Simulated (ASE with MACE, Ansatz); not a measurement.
# Boundary energy of (11-22) twin boundary in hcp Ru (72 atoms)

What is the boundary energy of this cell, counted against the bulk crystal, and how far does it hang on functional and mesh?

Calculated with Ansatz 0.2.0: Kohn-Sham DFT, PBE, PAW (set soft_2), plane waves; cutoff 420 eV, fermi-dirac smearing of 0.1 eV. Cutoffs: 420 eV for PBE and PBEsol; 500 eV for r2SCAN.

**The cells**

The cell holds 72 atoms: 72 Ru. Cell: a = 9.405 Å, b = 6.914 Å, c = 21.166 Å, α = 90.0°, β = 90.0°, γ = 132.9°. It derives from Ru. The starting structure: Two grains of Ru, one the mirror image of the other in the boundary plane, two boundaries a cell; of 6 trial joints (lateral shifts, openings, close atoms taken out) the lowest after a short relaxation with the MACE-MP-0b2 potential was kept (shift [0, 0] of the surface cell, opening 0.00 Å, one of each pair under 1.88 Å removed), then its atoms and the cell's length along the normal were relaxed with that potential. Lattice constants are starting values near those of PBE.

The bulk reference is Ru2 in a cell of 2 atoms, 13.661 Å³ an atom.

The input of the single point on the relaxed cell:

```yaml
crystal:
  lattice:
    - [9.40504, 0.0, 0.0]
    - [-4.70252, 5.06849, 0.0]
    - [0.0, 0.0, 21.16618]
  atoms:
    - { symbol: Ru, position: [0.14678, 0.29038, 1.0e-05] }
    - { symbol: Ru, position: [0.30992, 0.79028, 1.0e-05] }
    - { symbol: Ru, position: [0.46845, 0.43465, 0.06007] }
    - { symbol: Ru, position: [0.13258, 0.93473, 0.06003] }
    [... 66 atom lines left out ...]
    - { symbol: Ru, position: [0.71662, 0.43033, 0.56003] }
    - { symbol: Ru, position: [0.88075, 0.93042, 0.56007] }
kpoints:
  mp_grid: { grid: [5, 7, 2] }
hamiltonian:
  xc: pbe
scf:
  occupations: { method: fermi_dirac, width: 0.1 }
output:
  forces: true
  stress: true
  populations: true
  dos:
    method: { smearing: { sigma: 0.08 } }
    de: 0.1
    projected:
      site_lists:
        Ru: [Ru]
        lower_grain: [... 40 sites ...]
        upper_grain: [... 32 sites ...]
  eigenvalues: true
  write_density: true
  write_potential: true
  volumetric_format: npy
```

| cell | formula | k-mesh | relaxation steps | gain on relaxing (eV) | free energy, PBE (eV) | time of its runs on this page |
| --- | --- | --- | --- | --- | --- | --- |
| (11-22) twin boundary in hcp Ru | Ru72 | 5×7×2 (relaxed on 3×5×1) | 5 | 0.25 | -423262.086 | 1.7 min |
| bulk Ru | Ru2 | 23×23×13 | - | - | -11757.403 | 13 s |

**Boundary energy**

The excess is the cell's free energy less 36 times that of the bulk cell. It is divided by twice the area, as the cell holds two boundaries, so the value is their mean, and they need not be alike (47.67 Å²), with 1 eV/Å² = 16.022 J/m².

| level | k-mesh | excess (eV) | boundary energy (J/m²) | per area (meV/Å²) |
| --- | --- | --- | --- | --- |
| PBE | 5×7×2 | 4.433 | 0.745 | 46.5 |
| PBE, denser mesh | 7×9×2 | 4.429 | 0.744 | 46.5 |
| r2SCAN | 5×7×2 | 5.235 | 0.880 | 54.9 |
| PBEsol | 5×7×2 | 5.906 | 0.993 | 61.9 |

Worked for the first row at PBE: (-423262.086) − 36 × (-11757.403) = 4.433 eV (from unrounded energies).

Then 4.433 / (2 × 47.67) × 16.022 = 0.745 J/m².

**Neighbours**

Bonds by pair of elements; cutoffs follow the first minimum of g(r), held within bounds set by covalent radii, and pairs that aren't listed don't count as bonded:

| pair A-B | cutoff (Å) | bonds | mean length (Å) | spread (Å) | shortest (Å) | B about A | A about B |
| --- | --- | --- | --- | --- | --- | --- | --- |
| Ru-Ru | 3.18 | 424 | 2.70 | 0.046 | 2.54 | 11.8 | 11.8 |

How many atoms have how many bonded neighbours:

| element | mean | 11 | 12 |
| --- | --- | --- | --- |
| Ru | 11.8 | 16 | 56 |

**Findings**

At PBE the boundary energy is 0.74 J/m². At the same geometries the levels give 0.74 (PBE) to 0.99 J/m² (PBEsol) and the denser mesh leaves it within 0.01 J/m². Relaxing the atoms lowered it by 0.042 J/m² from the start (on the 3×5×1 mesh of the relaxation), and the farthest atom moved 0.06 Å. By these cutoffs 16 of 72 Ru atoms differ from the commonest count of 12.

Limits: The cell edges were held, so the lattice is the typed one for every functional, and the length along the normal is the one that the machine-learned potential gave. Cell and bulk are sampled on unlike meshes, and the error grows with the number of atoms subtracted. These are free energies under a smearing of 0.1 eV, whose entropy term isn't removed. The joint was picked among a few trials by a machine-learned potential, and a lower one may exist. In some runs the program notes that the atoms just miss a symmetry operation and positions were snapped to a detected symmetry.

[Logs are printed without paths, hosts, clocks, repeated set-up lines and the standing remarks that a program may print on its own settings, such as how far it seeks lower states.]

[Hosts, paths, dates, database ids (printed as entryN), source tags and the programs' standing remarks are cut or masked in the printed files.]
